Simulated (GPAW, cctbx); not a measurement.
## BeCo3N: deformation density and structure factors from DFT

Aim: compute the bonding part of the density of BeCo3N, find which reflections carry it, and see how it biases an ordinary refinement.

The start was made by putting kin elements into a known structure type; the compound need not exist, or be stable, in this form. All numbers below are calculated.

**1. Relax the structure**

The density hangs on the geometry, so cell and atoms are relaxed first, with the symmetry held. The cutoff is set higher than for the density because stress converges slowly with plane waves.

Settings: GPAW 26.7.0, PBE, 900 eV, 5×5×5 k-points, Fermi–Dirac width 0.1 eV, spin-polarised, BFGS to 0.03 eV/Å.

```text
cell
1.0
     3.529000000    0.000000000    0.000000000
     0.000000000    3.529000000    0.000000000
     0.000000000    0.000000000    3.529000000
Co N Be
3 1 1
Direct
0.500000000 0.000000000 0.500000000
0.500000000 0.500000000 0.000000000
0.000000000 0.500000000 0.500000000
0.500000000 0.500000000 0.500000000
0.000000000 0.000000000 0.000000000
```

```console
$ OMP_NUM_THREADS=1 mpirun -n 4 gpaw python run.py > gpaw.log
```

```text
BFGS:    0      -36.671959        1.727251
BFGS:    1      -36.790903        1.456359
BFGS:    2      -37.108788        0.151621
BFGS:    3      -37.113460        0.016480
cell  3.6531 3.6531 3.6531  90.00 90.00 90.00
volume 48.749 A^3, largest force 0.000 eV/A, largest stress 0.27 GPa
```

After 3 steps the volume has changed by +10.9 % and the energy by -0.442 eV; the largest stress left is 0.27 GPa. It took 43 s on 4 cores of Arm Neoverse V2 (shared host), peak memory 0.96 GiB.

Relaxed structure: Pm-3m (no. 221), a = 3.6531 Å, b = 3.6531 Å, c = 3.6531 Å, α = 90.00°, β = 90.00°, γ = 90.00°.

| atom | mult. | x | y | z |
| --- | --- | --- | --- | --- |
| Co1 | 3 | 1/2 | 0 | 1/2 |
| N1 | 1 | 1/2 | 1/2 | 1/2 |
| Be1 | 1 | 0 | 0 | 0 |

**2. The all-electron density**

X-rays see the whole electron density, so the PAW density is rebuilt with its core regions. Subtracting spherical free atoms from the same code cancels the cores and leaves the deformation density Δρ, the part due to bonding.

Settings: PBE, 550 eV, 6×6×6 k-points, Fermi–Dirac width 0.1 eV, spin-polarised; primitive cell of 5 atoms.

```console
$ OMP_NUM_THREADS=1 mpirun -n 4 gpaw python run.py > gpaw.log
```

```text
|iter:   1|       0s |  -36.833156 | +0.48 |       |  +6.0091|
|iter:   2|       0s |  -36.653276 | -1.65 | -0.93 |  +5.9023|
|iter:   3|       1s |  -36.491175 | -1.18 | -0.96 |  +4.3671|
...
|iter:  11|       5s |  -36.643067c| -6.52 | -3.61 |  +2.4436|
|iter:  12|       6s |  -36.643021c| -7.28 | -4.12c|  +2.4425|
|iter:  13|       6s |  -36.643008c| -7.72c| -4.66c|  +2.4428|
```

```text
grid (40, 40, 40)  electrons 92.000  moved by bonding 0.679 e
deformation density beyond 0.5 A of the nuclei: max 0.268, min -0.272 e/A^3
atom        x       y       z   Voronoi charge  moment
Co1    0.5000  0.0000  0.5000      0.036       0.84
Co2    0.5000  0.5000  0.0000      0.036       0.84
Co3    0.0000  0.5000  0.5000      0.036       0.84
N 4    0.5000  0.5000  0.5000     -0.248       0.03
Be5    0.0000  0.0000  0.0000      0.138      -0.01
mean inner potential of superposed free atoms 24.469 V
total magnetic moment 2.443 muB
```

Deformation density in a plane through the shortest contact of the Co atom at the origin, in 0.01 e/Å³ (clipped at ±99); x from -1.6 to 3.4 Å, y from 2.4 down to -2.4 Å:

```text
-13  -3  -1   0  -1  -1   0  -1  -2  -6 -22 -11  -3  -1   0  -1
  .   2  -1  -1   0   0   0  -1   0   .   .   .   2  -1  -1   0
  .   2  -1  -1   0   0   0  -1  -1   2   .   .   2  -1  -1   0
-11  -4  -1   0  -1  -1  -1  -1  -2  -6 -16 -10  -3  -1   0  -1
  7   3  -1  -2  -1  -1  -1  -2   1   5   8   7   2  -1  -2  -1
 11   7   2  -6   3   .  -2  -4   6   9   .  11   7   1  -6   2
  .  14   6 -21   .   .   .  -6  10   .   .   .  14   4 -25   .
 11   7   2  -6   3   .  -2  -4   6   9   .  11   7   1  -6   2
  7   3  -1  -2  -1  -1  -1  -2   1   5   8   7   2  -1  -2  -1
-11  -4  -1   0  -1  -1  -1  -1  -2  -6 -16 -10  -3  -1   0  -1
  .   2  -1  -1   0   0   0  -1  -1   2   .   .   2  -1  -1   0
  .   2  -1  -1   0   0   0  -1   0   .   .   .   2  -1  -1   0
-13  -3  -1   0  -1  -1   0  -1  -2  -6 -22 -11  -3  -1   0  -1
```

Atoms in or within 0.15 Å of the plane: Co (0.0, 0.0), Co (1.8, 1.8), Co (1.8, -1.8), N (1.8, 0.0) Å. Dots mark points within about 0.45 Å of a nucleus; large values next to them are atomic features.

N gains most (-0.25 e) and Be loses most (+0.14 e), as electronegativity suggests. Such charges fall far short of formal ones, since overlapping free atoms already put density on their neighbours. Along the shortest contact from the Co atom at the map's origin, Co–N at 1.83 Å, Δρ is +0.05 e/Å³ at the midpoint and highest, +0.14, 1.29 Å from Co (points within 0.5 Å of a nucleus left out): little sits at the middle, as in a polar contact, whose build-up shifts to the more electronegative atom. At the midpoints of other shortest contacts it is -0.01 (Co–Co, 2.58 Å), 0.00 (Co–Be, 2.58 Å) and -0.01 (N–Be, 3.16 Å) e/Å³. Point values carry grid noise of about 0.01 e/Å³. The cell's moment is 2.44 μB; the largest inside an atomic sphere is 0.84 μB. The run needed 13 iterations, 11 s.

**3. Structure factors**

The Fourier components of Δρ, added to those of the free atoms, give the static X-ray structure factors; the Mott–Bethe relation turns them into the Fourier components V of the potential that fast electrons feel.

```text
static structure factors of the conventional cell: F in electrons, V (Mott-Bethe) in volts
   h  k  l      d  |F| table  |F| free   |F| DFT   change   |V| free  |V| DFT  change %
   0  1  0  3.6531    26.381    26.330    26.554    0.224     4.605    4.324     -6.1
   0  1  1  2.5831    14.559    14.493    14.437   -0.057     0.945    0.981      3.8
   1  1  1  2.1091    57.311    56.986    56.897   -0.089     8.789    8.826      0.4
   0  2  0  1.8265    60.994    60.654    60.800    0.146     9.832    9.787     -0.5
   0  2  1  1.6337    18.990    18.903    19.032    0.130     2.785    2.752     -1.2
   1  2  1  1.4914    12.088    12.018    11.900   -0.118     0.833    0.857      3.0
   0  2  2  1.2916    49.169    49.047    49.055    0.008     6.737    6.735     -0.0
   1  2  2  1.2177    15.229    15.217    15.247    0.030     2.061    2.057     -0.2
   0  3  0  1.2177    15.229    15.217    14.949   -0.268     2.061    2.098      1.8
   0  3  1  1.1552    10.132    10.111    10.226    0.115     0.739    0.724     -2.0
   1  3  1  1.1015    39.173    39.124    39.133    0.008     4.434    4.433     -0.0
   2  2  2  1.0546    41.835    41.830    41.824   -0.006     5.246    5.246      0.0
   0  3  2  1.0132    12.948    12.968    12.823   -0.146     1.644    1.658      0.9
   1  3  2  0.9763     8.717     8.716     8.775    0.059     0.653    0.648     -0.8
```

The largest X-ray change is -0.27 e on 030, 1.8 % of |F|. For electrons V goes as (Z − F)/g², so a change of F counts against Z − F, which is small at low angle and wherever the atoms' terms cancel: |V| of 010 moves by -6.1 % (4.61 to 4.32 V) against +0.9 % in |F|. The last three rows still change by up to 0.15 e, so the effect has not died out in this range. The tabulated Hartree–Fock atoms differ from the free DFT atoms by up to 0.34 e, so the choice of reference atom matters too.

**4. Which functional?**

The same geometry is run with other functionals, to see whether the bonding signal is larger than the spread between approximations. Free atoms are LDA for LDA and PBE otherwise; meta-GGAs and hybrids keep PBE cores. Any other changed setting is in the row's label.

| run | ΔF 030 (e) | ΔF 010 (e) | ΔF 020 (e) | q(N) (e) | moved (e) | time |
| --- | --- | --- | --- | --- | --- | --- |
| PBE | -0.268 | +0.224 | +0.146 | -0.248 | 0.679 | 11 s |
| LDA | -0.281 | +0.218 | +0.140 | -0.223 | 0.679 | 13 s |
| r2SCAN | -0.277 | +0.246 | +0.184 | -0.283 | 0.775 | 21 s |

At the base's settings ΔF(030) spans -0.281 to -0.268 e, a spread of 5 % of the PBE value; over the three listed reflections the spread is at most 30 %, so the sign holds and the size hangs on the functional. The magnetic state differs between the runs (cell moments PBE 2.44, LDA 0.84, r2SCAN 3.47 μB), and that enters the spread. Times are from shared hosts.

**5. Refining ordinary atoms against data with bonding**

Routine crystallography fits spherical atoms. To see the bias, intensities are simulated from tabulated atoms plus the DFT change ΔF, so that bonding alone can misfit (3190 reflections of the full sphere, merged to the counts below, to 0.4 Å, 1.5 % proportional noise plus counting noise, assumed isotropic U as listed, Δρ smeared by the mean U) and refined with cctbx over different ranges.

| range | data | R1 | GooF | U Co1 (true 0.0048) | U N1 (true 0.007) | U Be1 (true 0.0077) | largest shift (Å) | Δρ max, min (e/Å³) |
| --- | --- | --- | --- | --- | --- | --- | --- | --- |
| all data | 113 | 0.0039 | 1.58 | 0.0048 | 0.0070 | 0.0080 | 0.0000 | 0.31, -0.56 |
| low resolution, d > 0.84 | 19 | 0.0038 | 2.65 | 0.0050 | 0.0069 | 0.0084 | 0.0000 | 0.12, -0.17 |
| high order, d < 0.75 | 90 | 0.0040 | 1.34 | 0.0048 | 0.0070 | 0.0080 | 0.0000 | 0.25, -0.46 |
| occupancies free, d > 0.7 | 30 | 0.0035 | 2.28 | 0.0049 | 0.0076 | 0.0086 | 0.0000 | 0.16, -0.26 |

With all data GooF is 1.58, so the misfit of spherical atoms stands above the noise; the top residual peak lies 0.00 Å from Co and 1.83 Å from N, on the atom. No U is off by more than 3 s.u. at low resolution. Symmetry fixes every coordinate, so the shifts are zero by construction. With Co1 held at 1 and the scale free, the other occupancies refine to N1 1.020(0.016) and Be1 1.008(0.036), within three s.u. of full.

**6. Answer**

Bonding moves 0.68 e in the primitive cell of BeCo3N and changes the structure factors of the conventional cell in the table above by at most 0.27 e (030, 1.8 %). The shortest bond, Co–N, has Δρ = +0.05 e/Å³ at its midpoint, low for a shared bond; with the charge transfer this is a polar contact. At the base's settings ΔF(030) spans -0.281 to -0.268 e, a spread of 5 % of the PBE value; over the three listed reflections the spread is at most 30 %, so the sign holds and the size hangs on the functional. With all data GooF is 1.58, so the misfit of spherical atoms stands above the noise. Limits: static density, frozen cores, no spin–orbit coupling; a ferromagnetic start is the only order tried, and the real ground state may be antiferromagnetic or insulating; no Hubbard U on Co.

[Outputs are excerpts: Python notices, other lines and further rows are left out; steps that failed or that the build refused (PBEsol, TPSS) are not shown.]

[Logs are printed without paths, hosts, clocks, repeated set-up lines and the standing remarks that a program may print on its own settings, such as how far it seeks lower states.]
